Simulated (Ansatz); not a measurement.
# Work function of Ir(111): what the settings cost and change

Aim: the numerical settings behind the work function of Ir(111), with the cost of each.

Program: Ansatz 0.2.0. Level of theory: plane-wave DFT, PBE, Ansatz PAW. Results are calculated unless marked as measured.

**What experiment says.**

“Anisotropic work function of elemental crystals” (2019, arxiv:1902.07811) quotes from earlier work for Ir (clean (111) face, a compiled value): work function (clean (111) face, a compiled value) 5.78 eV.

**1. The structure**

The cell holds 7 atoms: 7 Ir. Cell: a = 2.715 Å, b = 2.715 Å, c = 31.302 Å, α = 90.0°, β = 90.0°, γ = 60.0°. Vacuum lies along c.

**2. Run, setting cutoff 200 eV**

A work function rests on the faint tail of the density, so the SCF threshold is tight. The cutoff is raised first; then mesh and smearing are varied at the default cutoff.

Input file input.yaml:

```yaml
crystal:
  lattice:
    - [2.7152900398, 0.0, 0.0]
    - [1.3576450199, 2.3515101531, 0.0]
    - [0.0, 0.0, 31.3021502021]
  atoms:
    - { symbol: Ir, position: [0.0, 0.0, 0.2875201845] }
    - { symbol: Ir, position: [0.3333333333, 0.3333333333, 0.3583467896] }
    - { symbol: Ir, position: [0.6666666667, 0.6666666667, 0.4291733948] }
    - { symbol: Ir, position: [0.0, 0.0, 0.5] }
    - { symbol: Ir, position: [0.3333333333, 0.3333333333, 0.5708266052] }
    - { symbol: Ir, position: [0.6666666667, 0.6666666667, 0.6416532104] }
    - { symbol: Ir, position: [0.0, 0.0, 0.7124798155] }
kpoints:
  mp_grid: { grid: [17, 17, 1] }
hamiltonian:
  xc: pbe
scf:
  occupations: { method: fermi_dirac, width: 0.1 }
  convergence: { dr2_threshold: 1.0e-09 }
efield:
  axis: 3
  dipole_correction: true
  ramp_position: 0.97
  ramp_width: 0.06
basis:
  ecutwfc: "200 eV"
output:
  write_potential: true
  write_density: true
  volumetric_format: npy
  elf: true
```

The run is started by

```
$ ansatz run input.yaml --threads 2 --pin off --max-ram 3072MiB --backend cpu --events-out ev --progress --plain --runs-dir out
```

Numbers of over 12 decimals in the logs are rounded to 6 here.

Log:

```text
Warning: basis.ecutwfc = 200 eV is below the records' recommended 420 eV, and the density's cutoff is lower with it unless basis.ecutrho_ratio is high enough to keep the records' density cutoff: compare with a run at a higher cutoff
Warning: basis.ecutrho_ratio 4 (ecutrho = 800 eV, dense FFT grid 15×15×150): the grid does not resolve the core-correction charge of Ir (measure 0.09 e/Å^2.5); warned from 0.08. The energy and each atom's force then go with where the atoms sit on the grid: [figures from the program's tests cut] If this deck is also warned that a cutoff or its ratio is below what is recommended, mend that before anything below. First try basis.xc_grid, which is 1 on this run (the dense grid itself), where it is not refused (2, then 3). Above 1 the core-correction charge is laid on the exchange–correlation grid, and this warning is never given, whether or not the level is enough: [rest of the remark cut]
Engine: ansatz 0.2.0, aarch64-unknown-linux-gnu
Pseudopotentials: kind: paw
Pseudopotential: Ir, paw, valence charge 17, recommended cutoff 420 eV (normal), Ir.paw.azcp
Functional definition: PBE
  parameter kappa = 0.804
  parameter beta = 0.066725
  exchange = pbe_x(kappa = kappa, mu = beta*pi^2/3)
  correlation = pbe_c(beta = beta)
Crystal: 7 atoms, lattice volume = 199.865 Å³
Basis set: ecut = 200 eV, 1279 PW (Γ)
Bands: 72, of which v1, the nominal top of the filled ones, is band 60 counted from 1 (59 counted from 0)
Symmetry: 6 space group operations
k-points: 33 of 289 (time reversal used)
Non-local potential: Ir, projectors of the file, l = 0: 3, l = 1: 2, l = 2: 2, l = 3: 1
PAW form: soft (Blöchl's): semilocal exchange-correlation on the pseudo side does not see the compensation charge
PAW one-centre angular grid: Ir, 590 points (default); XC on 64 Gauss nodes
Initial density: superposition of atomic densities (neutral atoms: chi_scale 0, normalization atom), corrected by the library's trained network
Initial wavefunctions: pseudopotential atomic-orbital guess
Functional: x = pbe(κ = 0.804, μ = 0.219515), c = pbe(β = 0.066725)
SCF iter   1: F=—  HF=-83479.765961 eV  |F-HF|=—  |Δ(HF+E_count)|=         —  Δρ=1.10e-1  dr2=2.19e1  ethr=1.77e-3  p=0.000 e·Å  D=3.20e-13 V/Å  ΔV_dip=-0.00 eV  dr2_dipole=1.45e-6  V_vac-E_F(+/−)=4.34/4.34 eV  ⟨swp⟩=7.4  Hψ=10147  notcnv=0  defer=12
efield: sawtooth ramp at fractional position 0.9700 (set: `efield.ramp_position`, or a place that a band, a saddle search or an elastic batch's reference lends), width 0.0600; the density the first Hamiltonian is built on has a dipole p = 0.000 e·Å; the dipole correction subtracts the counter field D = 3.20e-13 V/Å, which shifts the + side's vacuum level by -0.00 eV against the − side's; the planar-averaged density in the ramp window peaks in size at 1.7e-5 e/Å³
preconditioner: auto → LDOS  [metal: Δε(μ)=0.001 eV  Ē_g=6.688 eV  σ=0.100 eV  W_gap=0.00  n_scr=24 (ndim 8)  ℏωp=20.8 eV  f_vac=0.464  D(μ)=6.75/eV (n_scr^D=24)  β→1.0]
SCF iter   2: F=—  HF=-83476.795365 eV  |F-HF|=—  |Δ(HF+E_count)|=    2.97e0  Δρ=6.34e-2  dr2=8.16e0  ethr=1.77e-3  p=0.000 e·Å  D=4.48e-5 V/Å  ΔV_dip=-0.00 eV  dr2_dipole=3.55e-6  V_vac-E_F(+/−)=6.33/6.33 eV  ⟨swp⟩=3.0  Hψ=6417  notcnv=0  defer=29
SCF iter   3: F=—  HF=-83473.801198 eV  |F-HF|=—  |Δ(HF+E_count)|=    2.99e0  Δρ=7.03e-3  dr2=1.46e-1  ethr=1.77e-3  p=0.000 e·Å  D=9.76e-6 V/Å  ΔV_dip=-0.00 eV  dr2_dipole=1.46e-7  V_vac-E_F(+/−)=6.07/6.08 eV  ⟨swp⟩=2.9  Hψ=5604  notcnv=0  defer=36
SCF iter   4: F=—  HF=-83473.776385 eV  |F-HF|=—  |Δ(HF+E_count)|=   2.48e-2  Δρ=3.36e-3  dr2=8.03e-2  ethr=1.23e-4  p=0.000 e·Å  D=5.86e-6 V/Å  ΔV_dip=-0.00 eV  dr2_dipole=3.49e-9  V_vac-E_F(+/−)=6.01/6.01 eV  ⟨swp⟩=3.2  Hψ=5310  notcnv=0  defer=36
SCF iter   5: F=—  HF=-83473.761448 eV  |F-HF|=—  |Δ(HF+E_count)|=   1.49e-2  Δρ=7.85e-4  dr2=2.27e-3  ethr=6.74e-5  p=0.000 e·Å  D=3.29e-6 V/Å  ΔV_dip=-0.00 eV  dr2_dipole=1.08e-8  V_vac-E_F(+/−)=6.07/6.08 eV  ⟨swp⟩=2.0  Hψ=3332  notcnv=0  defer=36
SCF iter   6: F=—  HF=-83473.761052 eV  |F-HF|=—  |Δ(HF+E_count)|=   3.96e-4  Δρ=2.28e-4  dr2=2.29e-4  ethr=1.91e-6  p=0.000 e·Å  D=1.98e-6 V/Å  ΔV_dip=-0.00 eV  dr2_dipole=1.60e-9  V_vac-E_F(+/−)=6.09/6.09 eV  ⟨swp⟩=2.8  Hψ=4518  notcnv=0  defer=36
SCF iter   7: F=—  HF=-83473.761042 eV  |F-HF|=—  |Δ(HF+E_count)|=   1.01e-5  Δρ=5.36e-5  dr2=5.96e-6  ethr=1.92e-7  p=0.000 e·Å  D=1.08e-6 V/Å  ΔV_dip=-0.00 eV  dr2_dipole=1.51e-10  V_vac-E_F(+/−)=6.09/6.09 eV  ⟨swp⟩=2.2  Hψ=3554  notcnv=0  defer=36
SCF iter   8: F=—  HF=-83473.761057 eV  |F-HF|=—  |Δ(HF+E_count)|=   1.56e-5  Δρ=1.52e-5  dr2=1.09e-6  ethr=5.01e-9  p=0.000 e·Å  D=5.38e-7 V/Å  ΔV_dip=-0.00 eV  dr2_dipole=1.16e-11  V_vac-E_F(+/−)=6.09/6.09 eV  ⟨swp⟩=2.3  Hψ=3795  notcnv=0  defer=36
SCF iter   9: F=—  HF=-83473.761058 eV  |F-HF|=—  |Δ(HF+E_count)|=   3.83e-7  Δρ=5.67e-6  dr2=5.81e-8  ethr=9.17e-10  p=0.000 e·Å  D=1.80e-7 V/Å  ΔV_dip=-0.00 eV  dr2_dipole=1.34e-12  V_vac-E_F(+/−)=6.09/6.10 eV  ⟨swp⟩=2.2  Hψ=3354  notcnv=0  defer=36
SCF iter  10: F=—  HF=-83473.761058 eV  |F-HF|=—  |Δ(HF+E_count)|=   2.42e-8  Δρ=1.06e-6  dr2=5.35e-9  ethr=4.88e-11  p=0.000 e·Å  D=7.13e-8 V/Å  ΔV_dip=-0.00 eV  dr2_dipole=1.61e-13  V_vac-E_F(+/−)=6.09/6.10 eV  ⟨swp⟩=2.8  Hψ=4777  notcnv=0  defer=36
SCF iter  11: F=-83473.761058 eV  HF=-83473.761058 eV  |F-HF|=5.24e-10  |Δ(HF+E_count)|=   1.16e-9  Δρ=3.06e-7  dr2=7.57e-10  ethr=1.00e-12  p=0.000 e·Å  D=1.09e-8 V/Å  ΔV_dip=-0.00 eV  dr2_dipole=3.21e-14  V_vac-E_F(+/−)=6.09/6.10 eV  ⟨swp⟩=8.8  Hψ=6587  notcnv=0
WARN: efield: at this solve's end the planar-averaged density reaches 1.00e-4 e/Å³ inside the ramp window [0.9381, 0.0619] (bound 1e-5 e/Å³); the window's nearer edge stands 7.06 Å from this solve's nearest atom along the axis. Its work functions, free energy, forces, stress, dipole, levels and responses can be off, and this figure does not tell by how much. The cell may have no vacuum along `efield.axis`. A short vacuum, a low `basis.ecutwfc` or `basis.ecutrho_ratio` and negative occupations (`scf.occupations.method`) can put density there. See the manual's quickstart, § The vacuum guard
SCF 1 converged in 11 iterations: F = -83473.761058 eV  dr2 = 7.57e-10
  greatest PAW one-centre occupation: 1.084 electrons in one spin orbital (limit 2), on the Ir atom at site 6 (counted from 0), in its partial waves of l = 1
WARN: The output density's exchange-correlation potential varies sharply where the density is thin. Do not read a vacuum level from v_tot or v_xc, or from such a field of the output density. On a cell that repeats whose density bears no net charge and no dipole along the vacuum's axis use v_es (v_loc + v_h of the components); under efield.dipole_correction with no amplitude use v_es + v_field, which holds any externa [...]
SCF converged after 11 iterations
Free energy (F): -83473.761058 eV
Harris-Foulkes:  -83473.761058 eV  (|F-HF|=5.24e-10)
Internal energy: -83473.504289 eV  (E = F + TS)
E sigma→0 (E₀):  -83473.632674 eV
Entropy (-TS):   -0.256768 eV (-36.681 meV/atom)
Fermi energy:    9.763147 eV
Dipole field:    D = -0.000000 V/Å  (p = -0.000000 e·Å, saw-weighted, corrected)
Work function:   Φ+ = 6.0903 eV (in doubt: plateau slope 3.4e-2 eV/Å)   Φ− = 6.0956 eV (in doubt: plateau slope 3.1e-2 eV/Å)
Levels:          The Fermi level and band energies are counted from a zero that moves with the ramp; work functions are not
Vacuum region:   at the solve's end the planar-averaged density reaches 1.00e-4 e/Å³ inside the ramp window [0.9381, 0.0619] (bound 1e-5 e/Å³)
--- Per-component energies (eV) ---
  E_band       = -2538.083030
  E_kinetic    = 4416.263544
  E_local      = -276837.062963  (includes V_loc(G=0)·N_el)
  E_nonlocal   = 366.521211
  E_hartree    = 136578.820876
  E_xc         = -1884.318234
  E_vxc        = -2114.897338  (∫ρ·V_xc dr)
  E_paw        = -64477.196424  (= ΣΔE_a)
  E_vpaw       = -1526.579846  (= ΣTr[D̂ρ^β])
  E_aug_tail   = 0.017125  (compensation charges beyond the density's cutoff)
  E_efield     = 0.000000  (sawtooth field / dipole correction)
  E_vefield    = 0.000000  (∫n·V_field dr)
  E_ewald      = 118363.450577
  E_smearing   = -0.256768  (= −TS)
  E_closure    = 0.000000  (closes the sum)
  Σ components = -83473.761058   (vs F -83473.761058, Δ=0.00e0)
--- Band table (eV; the first three rows and the last of 33) ---
  k-point 0: bands = [... 56 lower, 8.7560, 8.7624, 8.7624, 9.1460, 9.1460, 9.3003, 9.3003, 9.7656, ... 8 higher]
  k-point 1: bands = [... 56 lower, 8.3976, 8.7403, 8.8480, 8.9457, 9.0280, 9.1936, 9.3226, 9.3333, ... 8 higher]
  k-point 2: bands = [... 56 lower, 8.1560, 8.3904, 8.5743, 8.6711, 8.7676, 9.1300, 9.1671, 9.3906, ... 8 higher]
  k-point 32: bands = [... 56 lower, 9.5559, 9.7476, 9.8550, 10.0082, 10.1297, 10.2055, 10.2652, 14.7488, ... 8 higher]
```

The job ended after 34 s (2 threads of Arm Neoverse N1, shared host; peak memory 0.42 GiB).

This step gave:

```
energy at zero smearing   : -83473.6327 eV
work function, upper face : 6.090 eV
```

Running mean over 2.217 Å of the planar mean; the ramp of the sawtooth is left out. Table of electron's electrostatic potential energy less the Fermi level by z:

| z (Å) | electron's electrostatic potential energy less the Fermi level (eV) |
| --- | --- |
| 3.5 | 6.01 |
| 4.0 | 5.97 |
| 4.5 | 5.93 |
| 5.0 | 5.88 |
| 5.5 | 5.82 |
| 6.0 | 5.70 |
| 6.5 | 5.41 |
| 7.0 | 4.42 |
| 7.5 | 0.950 |
| 8.0 | -5.46 |
| 8.5 | -10.8 |
| 9.0 | -12.8 |
| 9.5 | -13.1 |
| 10.0 | -13.3 |
| 10.5 | -13.4 |
| 11.0 | -13.5 |
| 11.5 | -13.5 |
| 12.0 | -13.5 |
| 12.5 | -13.5 |
| 13.0 | -13.5 |
| 13.5 | -13.5 |
| 14.0 | -13.5 |
| 14.5 | -13.5 |
| 15.0 | -13.5 |
| 15.5 | -13.5 |
| 16.0 | -13.5 |
| 16.5 | -13.5 |
| 17.0 | -13.5 |
| 17.5 | -13.5 |
| 18.0 | -13.5 |
| 18.5 | -13.5 |
| 19.0 | -13.5 |
| 19.5 | -13.5 |
| 20.0 | -13.5 |
| 20.5 | -13.4 |
| 21.0 | -13.3 |
| 21.5 | -13.2 |
| 22.0 | -13.0 |
| 22.5 | -12.3 |
| 23.0 | -9.11 |
| 23.5 | -2.81 |
| 24.0 | 2.81 |
| 24.5 | 4.97 |
| 25.0 | 5.56 |
| 25.5 | 5.76 |
| 26.0 | 5.85 |
| 26.5 | 5.91 |
| 27.0 | 5.95 |
| 27.5 | 5.99 |

ELF in the ca plane at fractional y = 0.000, with atoms of Ir within 0.2 Å of it. It is the smooth field of the valence electrons, not physical close to the nuclei.

Ten even steps from '0' (0.00) to '9' (0.65), each cell a mean:
```
43223444437989734444312444446999952100000000
43333333445998544333333343344799743100000000
54443554343454343465343455344455433100000000
74454676345444543675454577435445652000000000
64454565344444443565454466434344442000000000
43343443444776444344343344344577533100000000
43223334447999644333322343445999943100000000
54213555438979734555312455436978952100000000
```
Columns run along c (16.0 Å, from fractional 0.36 to 0.87 of the cell), rows up along a (2.7 Å). Atoms in or near the plane, at fractional coordinates: Ir at (0.50, 0.00), Ir at (0.71, 0.00).

Valence density in the ca plane at fractional y = 0.000, with atoms of Ir within 0.2 Å of it. It is the smooth field of the valence electrons, not physical close to the nuclei.

Values in e/Å³, 5 rows by 16 columns, each cell a mean:
```
0.3 0.3 0.4 1.2 6.3 1.4 0.4 0.3 0.3 0.4 2.7 5.7 0.4 0.0 0.0 0.0
0.9 0.6 1.1 0.5 1.4 0.5 1.0 0.6 0.8 0.8 0.7 1.2 0.1 0.0 0.0 0.0
1.3 0.8 1.6 0.4 0.5 0.4 1.6 0.8 1.2 1.2 0.3 0.4 0.1 0.0 0.0 0.0
0.6 0.4 0.7 0.6 2.7 0.7 0.7 0.4 0.6 0.6 1.2 2.4 0.2 0.0 0.0 0.0
0.3 0.2 0.3 1.4 7.5 1.7 0.3 0.2 0.3 0.3 3.3 6.7 0.5 0.0 0.0 0.0
```
Columns run along c (16.0 Å, from fractional 0.36 to 0.87 of the cell), rows up along a (2.7 Å). Atoms in or near the plane, at fractional coordinates: Ir at (0.50, 0.00), Ir at (0.71, 0.00).

Electrostatic potential energy in the ca plane at fractional y = 0.000, with atoms of Ir within 0.2 Å of it. With pseudopotentials it is smooth inside the atoms' cores, unlike the true potential.

Ten even steps from '0' (-61 eV) to '9' (16 eV), each cell a mean:
```
99999999984000489999999999986100279999999999
88998888986323688888999888887422589999999999
67888667898767898767898766898767899999999999
56887546899888998645788655789988999999999999
57887656898888998656888656789888899999999999
78998778887545788877898877898644689999999999
89999888985101589888999988987200379999999999
99999999973000489999999999986100169999999999
```
Columns run along c (16.0 Å, from fractional 0.36 to 0.87 of the cell; values clipped at the 3rd and 97th percentile), rows up along a (2.7 Å). Atoms in or near the plane, at fractional coordinates: Ir at (0.50, 0.00), Ir at (0.71, 0.00).

The work function is 6.090 eV. The program marks this work function as in doubt.

**3. Slab**

Changes to input.yaml since step 2:

```diff
@@ -26,3 +26,3 @@
 basis:
-  ecutwfc: "200 eV"
+  ecutwfc: "300 eV"
 output:
@@ -31,2 +31 @@
   volumetric_format: npy
-  elf: true
```

Log:

```text
[...]
Crystal: 7 atoms, lattice volume = 199.865 Å³
Basis set: ecut = 300 eV, 2333 PW (Γ)
Bands: 72, of which v1, the nominal top of the filled ones, is band 60 counted from 1 (59 counted from 0)
Symmetry: 6 space group operations
k-points: 33 of 289 (time reversal used)
[...]
k-point 0: bands = [... 56 lower, 8.7367, 8.7368, 8.7368, 8.9506, 8.9506, 9.3824, 9.3824, 9.7146, ... 8 higher]
  k-point 1: bands = [... 56 lower, 8.4889, 8.7590, 8.8016, 8.9865, 8.9982, 9.2161, 9.3238, 9.3950, ... 8 higher]
  k-point 2: bands = [... 56 lower, 8.2388, 8.4198, 8.5839, 8.6961, 8.8154, 9.0623, 9.2872, 9.4272, ... 8 higher]
  k-point 32: bands = [... 56 lower, 9.8632, 10.0663, 10.1631, 10.3795, 10.4767, 10.6045, 10.6666, 15.0227, ... 8 higher]
[key lines of the parts left out:]
SCF converged after 10 iterations
Free energy (F): -83544.279980 eV
Fermi energy:    9.978011 eV
Dipole field:    D = 0.000001 V/Å  (p = 0.000001 e·Å, saw-weighted, corrected)
Work function:   Φ+ = 5.5143 eV   Φ− = 5.5144 eV
```

Run time: 52 s. Hardware: 2 threads; peak memory 0.53 GiB.

The work function is 5.514 eV, -0.576 eV from the run “cutoff 200 eV”, at 1.6 times its CPU time.

**4. Slab**

Changes to input.yaml since step 3:

```diff
@@ -26,3 +26,3 @@
 basis:
-  ecutwfc: "300 eV"
+  ecutwfc: "420 eV"
 output:
```

Log:

```text
[...]
Crystal: 7 atoms, lattice volume = 199.865 Å³
Basis set: ecut = 420 eV, 3927 PW (Γ)
Bands: 72, of which v1, the nominal top of the filled ones, is band 60 counted from 1 (59 counted from 0)
Symmetry: 6 space group operations
k-points: 33 of 289 (time reversal used)
[...]
k-point 0: bands = [... 56 lower, 8.7523, 8.7543, 8.7543, 8.9597, 8.9597, 9.3818, 9.3818, 9.7081, ... 8 higher]
  k-point 1: bands = [... 56 lower, 8.4962, 8.7738, 8.8168, 8.9950, 9.0113, 9.2167, 9.3219, 9.3989, ... 8 higher]
  k-point 2: bands = [... 56 lower, 8.2451, 8.4238, 8.5907, 8.7080, 8.8236, 9.0764, 9.2945, 9.4366, ... 8 higher]
  k-point 32: bands = [... 56 lower, 9.8729, 10.0754, 10.1741, 10.3881, 10.4843, 10.6110, 10.6733, 15.0218, ... 8 higher]
[key lines of the parts left out:]
SCF converged after 10 iterations
Free energy (F): -83545.442612 eV
Fermi energy:    9.982438 eV
Dipole field:    D = 0.000001 V/Å  (p = 0.000001 e·Å, saw-weighted, corrected)
Work function:   Φ+ = 5.5041 eV   Φ− = 5.5042 eV
```

It took 71 s on 2 threads; peak memory 0.74 GiB; 2.1 min of CPU time.

The work function is 5.504 eV, -0.586 eV from the run “cutoff 200 eV”, at 2.1 times its CPU time.

**5. Slab**

Changes to input.yaml since step 4:

```diff
@@ -26,3 +26,3 @@
 basis:
-  ecutwfc: "420 eV"
+  ecutwfc: "600 eV"
 output:
```

Log:

```text
[...]
Crystal: 7 atoms, lattice volume = 199.865 Å³
Basis set: ecut = 600 eV, 6821 PW (Γ)
Bands: 72, of which v1, the nominal top of the filled ones, is band 60 counted from 1 (59 counted from 0)
Symmetry: 6 space group operations
k-points: 33 of 289 (time reversal used)
[...]
k-point 0: bands = [... 56 lower, 8.7521, 8.7541, 8.7541, 8.9595, 8.9595, 9.3816, 9.3816, 9.7074, ... 8 higher]
  k-point 1: bands = [... 56 lower, 8.4960, 8.7736, 8.8166, 8.9948, 9.0111, 9.2163, 9.3214, 9.3987, ... 8 higher]
  k-point 2: bands = [... 56 lower, 8.2449, 8.4235, 8.5904, 8.7078, 8.8233, 9.0762, 9.2943, 9.4364, ... 8 higher]
  k-point 32: bands = [... 56 lower, 9.8727, 10.0752, 10.1740, 10.3880, 10.4841, 10.6109, 10.6732, 15.0211, ... 8 higher]
[key lines of the parts left out:]
SCF converged after 10 iterations
Free energy (F): -83545.463011 eV
Fermi energy:    9.982171 eV
Dipole field:    D = 0.000001 V/Å  (p = 0.000001 e·Å, saw-weighted, corrected)
Work function:   Φ+ = 5.5044 eV   Φ− = 5.5044 eV
```

Elapsed: 1.9 min, on 2 threads; peak memory 1.1 GiB; 3.4 min of CPU time.

The work function is 5.504 eV, +0.000 eV from the run “cutoff 420 eV”, at 1.6 times its CPU time.

**6. Run**

Changes to input.yaml since step 5:

```diff
@@ -14,3 +14,3 @@
 kpoints:
-  mp_grid: { grid: [17, 17, 1] }
+  mp_grid: { grid: [3, 3, 1] }
 hamiltonian:
@@ -25,4 +25,2 @@
   ramp_width: 0.06
-basis:
-  ecutwfc: "600 eV"
 output:
```

Log:

```text
[...]
Crystal: 7 atoms, lattice volume = 199.865 Å³
Basis set: ecut = 420 eV, 3927 PW (Γ)
Bands: 72, of which v1, the nominal top of the filled ones, is band 60 counted from 1 (59 counted from 0)
Symmetry: 6 space group operations
k-points: 3 of 9 (time reversal used)
[...]
Work function:   Φ+ = 5.6612 eV   Φ− = 5.6613 eV
[...]
--- Band table (eV) ---
  k-point 0: bands = [... 56 lower, 8.7494, 8.8026, 8.8026, 8.8946, 8.8946, 9.2949, 9.2949, 9.6099, ... 8 higher]
  k-point 1: bands = [... 56 lower, 9.4424, 9.5684, 9.6521, 9.8320, 9.9240, 10.0136, 10.1913, 10.3486, ... 8 higher]
  k-point 2: bands = [... 56 lower, 9.8082, 9.9608, 10.2452, 10.2452, 10.5279, 10.5505, 10.5505, 15.3009, ... 8 higher]
[key lines of the parts left out:]
SCF converged after 12 iterations
Free energy (F): -83541.013804 eV
Fermi energy:    9.810840 eV
Dipole field:    D = 0.000002 V/Å  (p = 0.000002 e·Å, saw-weighted, corrected)
```

Run time: 8.2 s. Hardware: 2 threads; peak memory 0.42 GiB; 12 s of CPU time.

The work function is 5.661 eV, +0.157 eV from the run “cutoff 420 eV”, at 0.095 times its CPU time.

**7. Slab**

Changes to input.yaml since step 6:

```diff
@@ -14,3 +14,3 @@
 kpoints:
-  mp_grid: { grid: [3, 3, 1] }
+  mp_grid: { grid: [6, 6, 1] }
 hamiltonian:
```

Log:

```text
[...]
Crystal: 7 atoms, lattice volume = 199.865 Å³
Basis set: ecut = 420 eV, 3927 PW (Γ)
Bands: 72, of which v1, the nominal top of the filled ones, is band 60 counted from 1 (59 counted from 0)
Symmetry: 6 space group operations
k-points: 7 of 36 (time reversal used)
[...]
k-point 0: bands = [... 56 lower, 8.8086, 8.8340, 8.8340, 8.9856, 8.9856, 9.3927, 9.3927, 9.6750, ... 8 higher]
  k-point 1: bands = [... 56 lower, 8.0182, 8.2253, 8.3252, 8.7015, 8.8196, 9.1406, 9.5022, 9.5524, ... 8 higher]
  k-point 2: bands = [... 56 lower, 9.4712, 9.6167, 9.6470, 9.8615, 10.0219, 10.0940, 10.2377, 10.3799, ... 8 higher]
  k-point 6: bands = [... 56 lower, 9.8995, 10.0679, 10.3088, 10.3088, 10.5757, 10.6118, 10.6118, 15.3177, ... 8 higher]
[key lines of the parts left out:]
SCF converged after 10 iterations
Free energy (F): -83545.249197 eV
Fermi energy:    9.927707 eV
Dipole field:    D = -0.000000 V/Å  (p = -0.000000 e·Å, saw-weighted, corrected)
Work function:   Φ+ = 5.5255 eV   Φ− = 5.5255 eV
```

Run time: 15 s. Hardware: 2 threads; peak memory 0.45 GiB.

The work function is 5.526 eV, +0.021 eV from the run “cutoff 420 eV”, at 0.20 times its CPU time.

(Continued in part 2 of 2.)

[Logs are printed without paths, hosts, clocks, repeated set-up lines and the standing remarks that a program may print on its own settings, such as how far it seeks lower states.]

[Hosts, paths, dates, database ids (printed as entryN), source tags and the programs' standing remarks are cut or masked in the printed files.]

[Maps of the electrostatic potential energy from Ansatz leave out the sawtooth potential of an applied field or a dipole correction, so their vacuum need not be flat; planar profiles and work functions include it.]
